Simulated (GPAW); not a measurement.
## Segments of Pb in a Mo chain: a series of junctions

Wanted: the trend of the zero-bias conductance over a family of junctions, segments of Pb in a Mo chain.

Method: GPAW LCAO, PAW setups; Landauer transmission from Green's functions with principal layers (ASE), zero bias, in GPAW 26.7.0.

## (1) Starting point

The cell holds 15 atoms: 14 Mo and 1 Pb. Cell: a = 9.000 Å, b = 9.000 Å, c = 34.369 Å, α = 90.0°, β = 90.0°, γ = 90.0°. Regions: left lead, 7 atoms (7 Mo); channel, 1 atom (1 Pb); right lead, 7 atoms (7 Mo). Vacuum lies along a and b. The structure is stacked along c, and the current runs across the ab planes.

## (2) Junction, foreign atoms 1

The structure changes from member to member while basis and functional stay, so that the trend is less open to errors of the level than any single value.

The input, run.py:

```python
import json
import numpy as np
from ase import Atoms
from ase.transport.calculators import TransportCalculator
from gpaw import GPAW, FermiDirac
from gpaw.lcao.tools import get_lcao_hamiltonian
from scipy.linalg import eigh

# The junction with lead layers at both ends, along the third cell vector
device = Atoms(
    ['Mo', 'Mo', 'Mo', 'Mo', 'Mo', 'Mo', 'Mo', 'Pb', 'Mo', 'Mo', 'Mo', 'Mo', 'Mo', 'Mo', 'Mo'],
    positions=[
        [4.50000, 4.50000, 1.12500],
        [4.50000, 4.50000, 3.37500],
        [4.50000, 4.50000, 5.62500],
        [4.50000, 4.50000, 7.87500],
        [4.50000, 4.50000, 10.12500],
        [4.50000, 4.50000, 12.37500],
        [4.50000, 4.50000, 14.62500],
        [4.50000, 4.50000, 17.18470],
        [4.50000, 4.50000, 19.74440],
        [4.50000, 4.50000, 21.99440],
        [4.50000, 4.50000, 24.24440],
        [4.50000, 4.50000, 26.49440],
        [4.50000, 4.50000, 28.74440],
        [4.50000, 4.50000, 30.99440],
        [4.50000, 4.50000, 33.24440]],
    cell=[[9.0, 0.0, 0.0], [0.0, 9.0, 0.0], [0.0, 0.0, 34.3694]],
    pbc=True)

# One principal layer of the lead: the first 5 atoms of the device
lead = Atoms(
    ['Mo', 'Mo', 'Mo', 'Mo', 'Mo'],
    positions=[
        [4.50000, 4.50000, 1.12500],
        [4.50000, 4.50000, 3.37500],
        [4.50000, 4.50000, 5.62500],
        [4.50000, 4.50000, 7.87500],
        [4.50000, 4.50000, 10.12500]],
    cell=[[9.0, 0.0, 0.0], [0.0, 9.0, 0.0], [0.0, 0.0, 11.25]],
    pbc=True)

settings = dict(mode='lcao', basis='szp(dzp)', xc='PBE', h=0.2,
                occupations=FermiDirac(0.1), maxiter=250,
                mixer=dict(beta=0.1, nmaxold=8, weight=100.0),
                convergence=dict(density=0.0001))
energies = np.arange(-3, 3 + 1e-9, 0.075)
eta = 0.0001
n1, n2 = 1, 1
# k and -k transmit alike, so half of the mesh across the current serves
mesh = [(i, j) for i in range(n1) for j in range(n2) if (i, j) <= (-i % n1, -j % n2)]
weights = np.array([1 if (i, j) == (-i % n1, -j % n2) else 2 for i, j in mesh]) / (n1 * n2)

# [... helper functions left out ...]
fermi_lead = ground_state(lead, (1, 1, 10), 'lead.txt')
fermi_device = ground_state(device, (1, 1, 3), 'device.txt')
# [... loop over the mesh left out, but for ...]
        # Shift the lead onto the potential of the device's first layer
        shift = ((H[:, 0, 0] - H0[:, 0, 0]) / S0[0, 0]).real.mean()
# [...]
kT = 8.617333e-5 * 77
bias = [0.1, 0.2, 0.5, 1.0, 1.5, 2.0]
# [... integrals and printing left out ...]
```

Launch:

```bash
$ OMP_NUM_THREADS=1 OPENBLAS_NUM_THREADS=1 python run.py
```

The log of the run:

```text
basis functions: device 238, principal layer 80
Fermi level: lead -2.9192 eV, device -2.8710 eV; lead shifted by -0.0032 eV
largest coupling past the next layer 2.79e-05 eV, largest misfit of the first layer 0.046 eV
  E-E_F (eV)   T (one spin)  [channel counts left out]
    -3.000    7.4981e-01
    -2.925    7.7972e-01
    -2.850    8.0876e-01
    -2.775    8.3716e-01
    -2.700    8.6513e-01
    -2.625    8.9287e-01
    -2.550    9.2054e-01
    -2.475    9.4822e-01
    -2.400    9.7594e-01
    -2.325    1.0037e+00
    -2.250    1.0314e+00
    -2.175    1.0590e+00
    -2.100    1.0865e+00
    -2.025    1.1143e+00
    -1.950    1.1423e+00
    -1.875    1.1712e+00
[...]
2.475    6.0416e-01
     2.550    6.0118e-01
     2.625    5.9830e-01
     2.700    5.9563e-01
     2.775    5.9340e-01
     2.850    5.9245e-01
     2.925    5.9360e-01
     3.000    6.0526e-01
conductance at 77 K: 2.6536 G0 a cell; thermopower -0.5473 uV/K
current from the zero-bias T(E) at 0.1 V: 20.546 uA
current from the zero-bias T(E) at 0.2 V: 41.042 uA
current from the zero-bias T(E) at 0.5 V: 101.71 uA
current from the zero-bias T(E) at 1.0 V: 197.63 uA
current from the zero-bias T(E) at 1.5 V: 284.31 uA
current from the zero-bias T(E) at 2.0 V: 360.88 uA
```

The job ended after 4.5 min (1 thread of AMD EPYC 7R43, shared host; peak memory 1.3 GiB).

Numbers from this step:

```
conductance                                    : 2.654 G₀
largest coupling past the next principal layer : 2.79e-5 eV
largest misfit of the first principal layer    : 0.04611 eV
shift that aligns the lead                     : -0.003189 eV
basis functions of the junction                : 238
basis functions of a principal layer           : 80
transmission at the Fermi level (one spin)     : 2.655
```

One spin. Transmission, zone mean against energy, zero at the Fermi level:

| energy (eV) | transmission, zone mean |
| --- | --- |
| -3.0000 | 0.750 |
| -2.7750 | 0.837 |
| -2.4750 | 0.948 |
| -2.2500 | 1.03 |
| -2.0250 | 1.11 |
| -1.7250 | 1.23 |
| -1.5000 | 1.34 |
| -1.2750 | 1.37 |
| -0.9750 | 1.58 |
| -0.7500 | 1.79 |
| -0.5250 | 2.04 |
| -0.2250 | 2.42 |
| 0.0000 | 2.65 |
| 0.2250 | 2.75 |
| 0.5250 | 2.64 |
| 0.7500 | 2.43 |
| 0.9750 | 2.17 |
| 1.2750 | 1.80 |
| 1.5000 | 1.54 |
| 1.7250 | 1.31 |
| 2.0250 | 0.958 |
| 2.2500 | 0.613 |
| 2.4750 | 0.604 |
| 2.7750 | 0.593 |
| 3.0000 | 0.605 |

Not self-consistent under bias; the bias window is split evenly. Current through one cell, from the zero-bias transmission against bias:

| bias (V) | current through one cell, from the zero-bias transmission (μA) |
| --- | --- |
| 0.100 | 20.5 |
| 0.200 | 41.0 |
| 0.500 | 102 |
| 1.000 | 198 |
| 1.500 | 284 |
| 2.000 | 361 |

Table of transmission of the three most open eigenchannels by energy, zero at the Fermi level:

| energy (eV) | channel 1 | channel 2 | channel 3 |
| --- | --- | --- | --- |
| -3.00 | 0.727 | 0.0114 | 0.0114 |
| -2.77 | 0.795 | 0.0213 | 0.0213 |
| -2.55 | 0.850 | 0.0350 | 0.0350 |
| -2.40 | 0.881 | 0.0473 | 0.0473 |
| -2.17 | 0.920 | 0.0697 | 0.0697 |
| -1.95 | 0.951 | 0.0957 | 0.0957 |
| -1.73 | 0.978 | 0.127 | 0.127 |
| -1.57 | 0.993 | 0.155 | 0.155 |
| -1.35 | 0.971 | 0.210 | 0.210 |
| -1.12 | 0.888 | 0.289 | 0.289 |
| -0.90 | 0.854 | 0.395 | 0.395 |
| -0.75 | 0.828 | 0.479 | 0.479 |
| -0.53 | 0.798 | 0.622 | 0.622 |
| -0.30 | 0.786 | 0.773 | 0.773 |
| -0.07 | 0.906 | 0.906 | 0.776 |
| 0.00 | 0.941 | 0.941 | 0.772 |
| 0.07 | 0.968 | 0.968 | 0.768 |
| 0.30 | 0.998 | 0.998 | 0.752 |
| 0.53 | 0.952 | 0.952 | 0.734 |
| 0.75 | 0.855 | 0.855 | 0.717 |
| 0.90 | 0.776 | 0.776 | 0.704 |
| 1.12 | 0.686 | 0.649 | 0.649 |
| 1.35 | 0.667 | 0.523 | 0.523 |
| 1.57 | 0.649 | 0.407 | 0.407 |
| 1.73 | 0.639 | 0.334 | 0.334 |
| 1.95 | 0.626 | 0.216 | 0.216 |
| 2.17 | 0.616 | 0.0458 | 0.0458 |
| 2.40 | 0.606 | 8.5e-4 | 3.2e-8 |
| 2.55 | 0.600 | 6.9e-4 | 3.3e-8 |
| 2.77 | 0.593 | 3.8e-4 | 3.3e-8 |
| 3.00 | 0.605 | 2.3e-8 | 2.2e-10 |

Couplings past the next layer reach 2.8e-5 eV, small enough to drop; the matrix elements of the cell's first layer differ from the bulk lead's by up to 0.046 eV. That layer keeps its own values in the calculation, and only beyond it is the lead taken as perfect. The Fermi levels of lead and junction count from different zeros of potential, one for each periodic cell; with both set to zero, the small remaining shift is what aligns them. Without spin-orbit coupling, which is large for these atoms, channel counts and T are those of the scalar-relativistic bands. By hand: G = 2.654 × 77.48 μS = 206 μS, a resistance of 4.86 kΩ; at 0.1 V a linear junction would pass 20.6 μA, and the integral over the bias window gives 20.5 μA.

## (3) Member of the series, 16 atoms: segment atoms = 2

System of this step: 2 Pb atoms in a Mo chain. The cell holds 16 atoms: 14 Mo and 2 Pb. Its edges and angles: a = 9.000 Å, b = 9.000 Å, c = 37.269 Å, α = 90.0°, β = 90.0°, γ = 90.0°. Regions: left lead, 7 atoms (7 Mo); channel, 2 atoms (2 Pb); right lead, 7 atoms (7 Mo). Vacuum lies along a and b. The structure is stacked along c, and the current runs across the ab planes.

Edit run.py of step 2 so:

```diff
@@ -10,3 +10,3 @@
 device = Atoms(
-    ['Mo', 'Mo', 'Mo', 'Mo', 'Mo', 'Mo', 'Mo', 'Pb', 'Mo', 'Mo', 'Mo', 'Mo', 'Mo', 'Mo', 'Mo'],
+    ['Mo', 'Mo', 'Mo', 'Mo', 'Mo', 'Mo', 'Mo', 'Pb', 'Pb', 'Mo', 'Mo', 'Mo', 'Mo', 'Mo', 'Mo', 'Mo'],
     positions=[
@@ -20,10 +20,11 @@
         [4.50000, 4.50000, 17.18470],
-        [4.50000, 4.50000, 19.74440],
-        [4.50000, 4.50000, 21.99440],
-        [4.50000, 4.50000, 24.24440],
-        [4.50000, 4.50000, 26.49440],
-        [4.50000, 4.50000, 28.74440],
-        [4.50000, 4.50000, 30.99440],
-        [4.50000, 4.50000, 33.24440]],
-    cell=[[9.0, 0.0, 0.0], [0.0, 9.0, 0.0], [0.0, 0.0, 34.3694]],
+        [4.50000, 4.50000, 20.08470],
+        [4.50000, 4.50000, 22.64440],
+        [4.50000, 4.50000, 24.89440],
+        [4.50000, 4.50000, 27.14440],
+        [4.50000, 4.50000, 29.39440],
+        [4.50000, 4.50000, 31.64440],
+        [4.50000, 4.50000, 33.89440],
+        [4.50000, 4.50000, 36.14440]],
+    cell=[[9.0, 0.0, 0.0], [0.0, 9.0, 0.0], [0.0, 0.0, 37.2694]],
     pbc=True)
@@ -55,3 +56,3 @@
 fermi_lead = ground_state(lead, (1, 1, 10), 'lead.txt')
-fermi_device = ground_state(device, (1, 1, 3), 'device.txt')
+fermi_device = ground_state(device, (1, 1, 2), 'device.txt')
 # [... loop over the mesh left out, but for ...]
```

The log of the run:

```text
basis functions: device 252, principal layer 80
Fermi level: lead -2.9192 eV, device -2.8822 eV; lead shifted by -0.0044 eV
largest coupling past the next layer 2.79e-05 eV, largest misfit of the first layer 0.038 eV
  E-E_F (eV)   T (one spin)  [channel counts left out]
    -3.000    4.8801e-01
    -2.925    5.2941e-01
    -2.850    5.7157e-01
    -2.775    6.1407e-01
    -2.700    6.5652e-01
    -2.625    6.9848e-01
    -2.550    7.3956e-01
    -2.475    7.7938e-01
    -2.400    8.1754e-01
    -2.325    8.5369e-01
    -2.250    8.8743e-01
    -2.175    9.1836e-01
    -2.100    9.4603e-01
    -2.025    9.6994e-01
    -1.950    9.8954e-01
    -1.875    1.0042e+00
[...]
2.475    9.5243e-01
     2.550    9.6073e-01
     2.625    9.6827e-01
     2.700    9.7505e-01
     2.775    9.8113e-01
     2.850    9.8632e-01
     2.925    9.9109e-01
     3.000    9.9355e-01
conductance at 77 K: 2.6904 G0 a cell; thermopower 0.01451 uV/K
current from the zero-bias T(E) at 0.1 V: 20.822 uA
current from the zero-bias T(E) at 0.2 V: 41.559 uA
current from the zero-bias T(E) at 0.5 V: 102.25 uA
current from the zero-bias T(E) at 1.0 V: 193.16 uA
current from the zero-bias T(E) at 1.5 V: 270.78 uA
current from the zero-bias T(E) at 2.0 V: 342.11 uA
```

It took 4.9 min on 1 thread; peak memory 1.4 GiB.

This step gave:

```
conductance                                 : 2.690 G₀
largest misfit of the first principal layer : 0.03842 eV
shift that aligns the lead                  : -0.004424 eV
basis functions of the junction             : 252
transmission at the Fermi level (one spin)  : 2.692
```

One spin. Transmission, zone mean against energy, zero at the Fermi level:

| energy (eV) | transmission, zone mean |
| --- | --- |
| -3.0000 | 0.488 |
| -2.7750 | 0.614 |
| -2.4750 | 0.779 |
| -2.2500 | 0.887 |
| -2.0250 | 0.970 |
| -1.7250 | 1.02 |
| -1.5000 | 0.964 |
| -1.2750 | 0.765 |
| -0.9750 | 0.865 |
| -0.7500 | 1.08 |
| -0.5250 | 1.60 |
| -0.2250 | 2.51 |
| 0.0000 | 2.69 |
| 0.2250 | 2.63 |
| 0.5250 | 2.63 |
| 0.7500 | 2.71 |
| 0.9000 | 2.75 |
| 0.9750 | 2.74 |
| 1.2750 | 2.39 |
| 1.5000 | 1.88 |
| 1.7250 | 1.43 |
| 2.0250 | 1.07 |
| 2.2500 | 0.924 |
| 2.4750 | 0.952 |
| 2.7750 | 0.981 |
| 3.0000 | 0.994 |

Not self-consistent under bias; the bias window is split evenly. Table of current through one cell, from the zero-bias transmission by bias:

| bias (V) | current through one cell, from the zero-bias transmission (μA) |
| --- | --- |
| 0.100 | 20.8 |
| 0.200 | 41.6 |
| 0.500 | 102 |
| 1.000 | 193 |
| 1.500 | 271 |
| 2.000 | 342 |

Table of transmission of the three most open eigenchannels by energy, zero at the Fermi level:

| energy (eV) | channel 1 | channel 2 | channel 3 |
| --- | --- | --- | --- |
| -3.0000 | 0.488 | 2.1e-4 | 2.1e-4 |
| -2.7750 | 0.613 | 4.7e-4 | 4.7e-4 |
| -2.4750 | 0.777 | 0.00116 | 0.00116 |
| -2.2500 | 0.883 | 0.00216 | 0.00216 |
| -2.0250 | 0.962 | 0.00395 | 0.00395 |
| -1.7250 | 0.997 | 0.00882 | 0.00882 |
| -1.5000 | 0.931 | 0.0165 | 0.0165 |
| -1.2750 | 0.700 | 0.0326 | 0.0326 |
| -0.9750 | 0.684 | 0.0906 | 0.0906 |
| -0.7500 | 0.664 | 0.209 | 0.209 |
| -0.5250 | 0.657 | 0.469 | 0.469 |
| -0.2250 | 0.916 | 0.916 | 0.676 |
| 0.0000 | 0.998 | 0.998 | 0.697 |
| 0.2250 | 0.959 | 0.959 | 0.712 |
| 0.5250 | 0.951 | 0.951 | 0.727 |
| 0.7500 | 0.986 | 0.986 | 0.739 |
| 0.9750 | 0.992 | 0.992 | 0.755 |
| 1.2750 | 0.803 | 0.803 | 0.785 |
| 1.5000 | 0.814 | 0.533 | 0.533 |
| 1.7250 | 0.847 | 0.293 | 0.293 |
| 2.0250 | 0.891 | 0.0875 | 0.0875 |
| 2.2500 | 0.924 | 1.4e-6 | 1.1e-9 |
| 2.4750 | 0.952 | 4.0e-6 | 1.2e-10 |
| 2.7750 | 0.981 | 9.1e-6 | 6.7e-11 |
| 3.0000 | 0.994 | 2.7e-12 | 2.7e-12 |

The conductance, 2.69 G₀, lies 1.4 % above that of the member before.

## (4) Member of the series, 17 atoms: segment atoms = 3

System of this step: 3 Pb atoms in a Mo chain. The cell holds 17 atoms: 14 Mo and 3 Pb. Its edges and angles: a = 9.000 Å, b = 9.000 Å, c = 40.169 Å, α = 90.0°, β = 90.0°, γ = 90.0°. Regions: left lead, 7 atoms (7 Mo); channel, 3 atoms (3 Pb); right lead, 7 atoms (7 Mo). Vacuum lies along a and b. The structure is stacked along c, and the current runs across the ab planes.

Edit run.py of step 3 so:

```diff
@@ -10,3 +10,3 @@
 device = Atoms(
-    ['Mo', 'Mo', 'Mo', 'Mo', 'Mo', 'Mo', 'Mo', 'Pb', 'Pb', 'Mo', 'Mo', 'Mo', 'Mo', 'Mo', 'Mo', 'Mo'],
+    ['Mo', 'Mo', 'Mo', 'Mo', 'Mo', 'Mo', 'Mo', 'Pb', 'Pb', 'Pb', 'Mo', 'Mo', 'Mo', 'Mo', 'Mo', 'Mo', 'Mo'],
     positions=[
@@ -21,10 +21,11 @@
         [4.50000, 4.50000, 20.08470],
-        [4.50000, 4.50000, 22.64440],
-        [4.50000, 4.50000, 24.89440],
-        [4.50000, 4.50000, 27.14440],
-        [4.50000, 4.50000, 29.39440],
-        [4.50000, 4.50000, 31.64440],
-        [4.50000, 4.50000, 33.89440],
-        [4.50000, 4.50000, 36.14440]],
-    cell=[[9.0, 0.0, 0.0], [0.0, 9.0, 0.0], [0.0, 0.0, 37.2694]],
+        [4.50000, 4.50000, 22.98470],
+        [4.50000, 4.50000, 25.54440],
+        [4.50000, 4.50000, 27.79440],
+        [4.50000, 4.50000, 30.04440],
+        [4.50000, 4.50000, 32.29440],
+        [4.50000, 4.50000, 34.54440],
+        [4.50000, 4.50000, 36.79440],
+        [4.50000, 4.50000, 39.04440]],
+    cell=[[9.0, 0.0, 0.0], [0.0, 9.0, 0.0], [0.0, 0.0, 40.1694]],
     pbc=True)
```

The log of the run:

```text
basis functions: device 266, principal layer 80
Fermi level: lead -2.9192 eV, device -2.8630 eV; lead shifted by 0.0042 eV
largest coupling past the next layer 2.79e-05 eV, largest misfit of the first layer 0.037 eV
  E-E_F (eV)   T (one spin)  [channel counts left out]
    -3.000    2.9182e-01
    -2.925    3.3301e-01
    -2.850    3.7902e-01
[...]
2.925    6.0528e-01
     3.000    6.1612e-01
conductance at 77 K: 2.8285 G0 a cell; thermopower -0.1695 uV/K
current from the zero-bias T(E) at 0.1 V: 21.937 uA
current from the zero-bias T(E) at 0.2 V: 43.947 uA
current from the zero-bias T(E) at 0.5 V: 110.89 uA
current from the zero-bias T(E) at 1.0 V: 217.04 uA
current from the zero-bias T(E) at 1.5 V: 296.22 uA
current from the zero-bias T(E) at 2.0 V: 361.11 uA
```

It took 4.5 min on 1 thread; peak memory 1.5 GiB.

One spin. Table of transmission, zone mean by energy, zero at the Fermi level:

| energy (eV) | transmission, zone mean |
| --- | --- |
| -3.00 | 0.292 |
| -2.85 | 0.379 |
| -2.70 | 0.486 |
| -2.55 | 0.610 |
| -2.33 | 0.806 |
| -2.17 | 0.915 |
| -2.02 | 0.984 |
| -1.95 | 0.998 |
| -1.88 | 0.998 |
| -1.73 | 0.956 |
| -1.57 | 0.864 |
| -1.35 | 0.628 |
| -1.20 | 0.661 |
| -1.05 | 0.700 |
| -0.90 | 0.763 |
| -0.75 | 0.911 |
| -0.60 | 1.32 |
| -0.38 | 2.63 |
| -0.23 | 2.86 |
| -0.07 | 2.82 |
| 0.00 | 2.83 |
| 0.07 | 2.86 |
| 0.23 | 2.95 |
| 0.38 | 2.98 |
| 0.60 | 2.83 |
| 0.75 | 2.67 |
| 0.90 | 2.53 |
| 1.05 | 2.46 |
| 1.20 | 2.49 |
| 1.35 | 2.64 |
| 1.57 | 2.82 |
| 1.73 | 2.34 |
| 1.88 | 1.53 |
| 2.02 | 0.988 |
| 2.17 | 0.725 |
| 2.33 | 0.667 |
| 2.55 | 0.632 |
| 2.70 | 0.615 |
| 2.85 | 0.605 |
| 3.00 | 0.616 |

The conductance, 2.83 G₀, lies 5.1 % above that of the member before.

## (5) Member of the series, 18 atoms: segment atoms = 4

System of this step: 4 Pb atoms in a Mo chain. The cell holds 18 atoms: 14 Mo and 4 Pb. Its edges and angles: a = 9.000 Å, b = 9.000 Å, c = 43.069 Å, α = 90.0°, β = 90.0°, γ = 90.0°. Regions: left lead, 7 atoms (7 Mo); channel, 4 atoms (4 Pb); right lead, 7 atoms (7 Mo). Vacuum lies along a and b. The structure is stacked along c, and the current runs across the ab planes.

Edit run.py of step 4 so:

```diff
@@ -10,3 +10,3 @@
 device = Atoms(
-    ['Mo', 'Mo', 'Mo', 'Mo', 'Mo', 'Mo', 'Mo', 'Pb', 'Pb', 'Pb', 'Mo', 'Mo', 'Mo', 'Mo', 'Mo', 'Mo', 'Mo'],
+    ['Mo', 'Mo', 'Mo', 'Mo', 'Mo', 'Mo', 'Mo', 'Pb', 'Pb', 'Pb', 'Pb', 'Mo', 'Mo', 'Mo', 'Mo', 'Mo', 'Mo', 'Mo'],
     positions=[
@@ -22,10 +22,11 @@
         [4.50000, 4.50000, 22.98470],
-        [4.50000, 4.50000, 25.54440],
-        [4.50000, 4.50000, 27.79440],
-        [4.50000, 4.50000, 30.04440],
-        [4.50000, 4.50000, 32.29440],
-        [4.50000, 4.50000, 34.54440],
-        [4.50000, 4.50000, 36.79440],
-        [4.50000, 4.50000, 39.04440]],
-    cell=[[9.0, 0.0, 0.0], [0.0, 9.0, 0.0], [0.0, 0.0, 40.1694]],
+        [4.50000, 4.50000, 25.88470],
+        [4.50000, 4.50000, 28.44440],
+        [4.50000, 4.50000, 30.69440],
+        [4.50000, 4.50000, 32.94440],
+        [4.50000, 4.50000, 35.19440],
+        [4.50000, 4.50000, 37.44440],
+        [4.50000, 4.50000, 39.69440],
+        [4.50000, 4.50000, 41.94440]],
+    cell=[[9.0, 0.0, 0.0], [0.0, 9.0, 0.0], [0.0, 0.0, 43.0694]],
     pbc=True)
```

The log of the run:

```text
basis functions: device 280, principal layer 80
Fermi level: lead -2.9192 eV, device -2.8443 eV; lead shifted by 0.0024 eV
largest coupling past the next layer 2.79e-05 eV, largest misfit of the first layer 0.040 eV
  E-E_F (eV)   T (one spin)  [channel counts left out]
    -3.000    1.4751e-01
    -2.925    1.7673e-01
    -2.850    2.1221e-01
[...]
2.925    9.5479e-01
     3.000    9.6951e-01
conductance at 77 K: 2.8587 G0 a cell; thermopower -0.4285 uV/K
current from the zero-bias T(E) at 0.1 V: 22.114 uA
current from the zero-bias T(E) at 0.2 V: 44.113 uA
current from the zero-bias T(E) at 0.5 V: 108.9 uA
current from the zero-bias T(E) at 1.0 V: 215.66 uA
current from the zero-bias T(E) at 1.5 V: 296.33 uA
current from the zero-bias T(E) at 2.0 V: 364.23 uA
```

Wall time 5 min (1 thread); peak memory 1.6 GiB.

One spin. Transmission, zone mean against energy, zero at the Fermi level:

energy (eV), transmission, zone mean and a bar:
```
    -3.00       0.15 
    -2.85       0.21 #
    -2.70       0.31 ##
    -2.55       0.44 ###
    -2.33       0.71 ######
    -2.17       0.88 ########
    -2.02       0.98 #########
    -1.95       1.00 #########
    -1.88       0.99 #########
    -1.73       0.92 ########
    -1.57       0.81 #######
    -1.35       0.62 #####
    -1.20       0.73 ######
    -1.05       0.82 #######
    -0.90       0.89 ########
    -0.75       1.01 #########
    -0.60       1.48 ##############
    -0.38       2.95 ##############################
    -0.23       2.71 ###########################
    -0.07       2.79 ############################
     0.00       2.86 #############################
     0.07       2.89 #############################
     0.23       2.81 ############################
     0.38       2.68 ###########################
     0.60       2.67 ###########################
     0.75       2.70 ###########################
     0.90       2.59 ##########################
     1.05       2.27 #######################
     1.20       1.91 ###################
     1.35       1.65 ################
     1.57       1.55 ###############
     1.73       1.72 #################
     1.88       2.29 #######################
     1.95       2.66 ###########################
     2.02       2.33 #######################
     2.17       0.81 #######
     2.33       0.77 #######
     2.55       0.84 #######
     2.70       0.89 ########
     2.85       0.93 ########
     3.00       0.97 #########
```

The conductance, 2.86 G₀, lies 1.1 % above that of the member before.

[end of part 1 of 2]

[Logs are printed without paths, hosts, clocks, repeated set-up lines and the standing remarks that a program may print on its own settings, such as how far it seeks lower states.]

[Hosts, paths, dates, database ids (printed as entryN), source tags and the programs' standing remarks are cut or masked in the printed files.]
